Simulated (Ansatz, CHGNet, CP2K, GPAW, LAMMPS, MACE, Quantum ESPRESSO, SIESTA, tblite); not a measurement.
**Other levels on amorphous Ge (61 atoms)**

Density of this cell: 5.25 g/cm³. The cell holds 61 atoms: 61 Ge. Cell: a = 11.188 Å, b = 11.188 Å, c = 11.188 Å, α = 90.0°, β = 90.0°, γ = 90.0°. 61 atoms (61 Ge) placed at random at 5.25 g/cm³, melted at 3500 K for 10 ps at fixed volume with the Tersoff potential (Tersoff, Phys. Rev. B 39, 5566 (1989)). Quenched from 3500 K to 500 K at 3 K/ps and fixed volume, held 5 ps.

Geometry: as built.

The reference, a calculation:

```
method                 : Kohn-Sham DFT, PBE, PAW, plane waves (Ansatz 0.2.0); cutoff 420 eV, Γ point, fermi-dirac smearing of 0.05 eV; PAW set soft_2
r.m.s. force component : 0.6372 eV/Å
longest force          : 2.142 eV/Å
pressure               : 4.042 GPa
SCF cycles             : 9
time                   : 24 s on 4 threads of Arm Neoverse V2, shared host
CPU time               : 91 s
```

**Question.** The same geometry is run in other programs. How far does each lie from the reference, and what does it cost?
- CP2K r2SCAN, SCAN potentials, DZVP-UZH(SCAN), 600/50 Ry, diagonalisation (CP2K 2026.2; 2 threads)
- CHGNet 0.3.0 potential (CHGNet 0.3.0; 1 thread)
- CP2K PBE, DZVP-UZH, 489/50 Ry, diagonalisation (CP2K 2026.2; 4 MPI ranks)
- QE PBE, sssp-1.3.0-efficiency, 45/360 Ry (Quantum ESPRESSO 7.5; 4 MPI ranks)
- QE PBE+D3(BJ), sssp-1.3.0-efficiency, 45/360 Ry (Quantum ESPRESSO 7.5; 4 MPI ranks)
- GPAW PBE, LCAO dzp, h 0.15 Å (GPAW 26.7.0; 1 thread)
- GPAW PBE, LCAO sz(dzp), h 0.2 Å (GPAW 26.7.0; 1 thread)
- CP2K PBE, DZVP-UZH, 175/50 Ry, diagonalisation (CP2K 2026.2; 2 threads)
- CP2K PBE, TZVP-UZH, 350/50 Ry, diagonalisation (CP2K 2026.2; 4 MPI ranks)
- CP2K PBE, TZV2P-MOLOPT (SR for Ge), 350/50 Ry, diagonalisation (CP2K 2026.2; 4 MPI ranks)

Differences are against the plane-wave reference, forces as r.m.s. over components; share is that over the reference's r.m.s. force, slope the least-squares factor from reference forces to these. Total energies of different programs have different zeros and aren't compared.

```
                                                                     run  Δ force, r.m.s. (meV/Å)  share (%)  slope  Δ pressure (GPa)  cores  CPU time  memory (GiB)
                                                               reference                        -          -      -                 -      4      91 s           2.1
CP2K r2SCAN, SCAN potentials, DZVP-UZH(SCAN), 600/50 Ry, diagonalisation                      198       31.1  0.880             -5.70      2     6 min           4.1
                                                  CHGNet 0.3.0 potential                      340       53.4  0.551            -0.535      1     2.8 s          0.62
                          CP2K PBE, DZVP-UZH, 489/50 Ry, diagonalisation                     30.1       4.73  0.998             0.611      4   2.8 min           3.9
                                QE PBE, sssp-1.3.0-efficiency, 45/360 Ry                     2.16      0.339  0.999            -0.233      4    11 min           4.1
                         QE PBE+D3(BJ), sssp-1.3.0-efficiency, 45/360 Ry                     23.9       3.75  0.990             -2.16      4    11 min           4.1
                                            GPAW PBE, LCAO dzp, h 0.15 Å                     70.0       11.0  1.087                 -      1   5.7 min           3.1
                                GPAW PBE, LCAO sz(dzp), h 0.2 Å (coarse)                      244       38.3  1.306                 -      1      47 s           1.0
                 CP2K PBE, DZVP-UZH, 175/50 Ry, diagonalisation (coarse)                     30.1       4.73  0.998             0.611      2      83 s          0.84
                          CP2K PBE, TZVP-UZH, 350/50 Ry, diagonalisation                     25.3       3.98  1.001             0.433      4   2.3 min           3.1
          CP2K PBE, TZV2P-MOLOPT (SR for Ge), 350/50 Ry, diagonalisation                     18.6       2.92  0.993             0.509      4     2 min           3.2
```

Rows marked coarse were listed beforehand as settings not expected to be converged; some can still land near the reference.

Times of the machine-learned potentials are mostly Python's start and the loading of weights.

CPU time is summed over cores on a shared host, where runs went side by side, so it is rough. Symmetry, cutoffs, thresholds, outputs and thread counts weren't matched or tuned between programs; memory under MPI is the largest rank's times the ranks.

PBE on plane waves or a grid with other potentials, cutoffs or grids, coarse settings apart, differs from the reference by 0.34 % (QE PBE, sssp-1.3.0-efficiency, 45/360 Ry) of the r.m.s. force; this holds the reference's own error, so differences of a few per cent don't tell which side is nearer the exact PBE result (QE's 45 Ry are 612 eV, against the reference's 420 eV). The PBE runs in local orbitals, coarse settings apart, differ by 2.9 % (CP2K PBE, TZV2P-MOLOPT (SR for Ge), 350/50 Ry, diagonalisation) to 11 % (GPAW PBE, LCAO dzp, h 0.15 Å); basis, grid and potentials can all enter. Machine-learned potentials differ by 53 % (CHGNet 0.3.0 potential); they were trained on other programs' data. The cause of differences this large wasn't tested. Among those trained on PBE data the slope goes as low as 0.55, with a correlation of 0.89, so directions differ as well as sizes. Rows with another functional or a dispersion term differ by 3.7 % (QE PBE+D3(BJ), sssp-1.3.0-efficiency, 45/360 Ry) to 31 % (CP2K r2SCAN, SCAN potentials, DZVP-UZH(SCAN), 600/50 Ry, diagonalisation), which mixes the change of model with differences of basis and potentials, some of them made for another functional. Machine-learned potentials mimic data converged in k, so the reference's own k-point error enters their differences. The network of bonds at the start is that of the classical potential that made the cell, and needn't be the one that DFT or experiment would give. The electronic-structure runs sample only Γ, in a cell whose shortest periodic width is 11 Å, which is coarse for a cell with partly filled levels.

[Logs are printed without paths, hosts, clocks, repeated set-up lines and the standing remarks that a program may print on its own settings, such as how far it seeks lower states.]

[Hosts, paths, dates, database ids (printed as entryN), source tags and the programs' standing remarks are cut or masked in the printed files.]
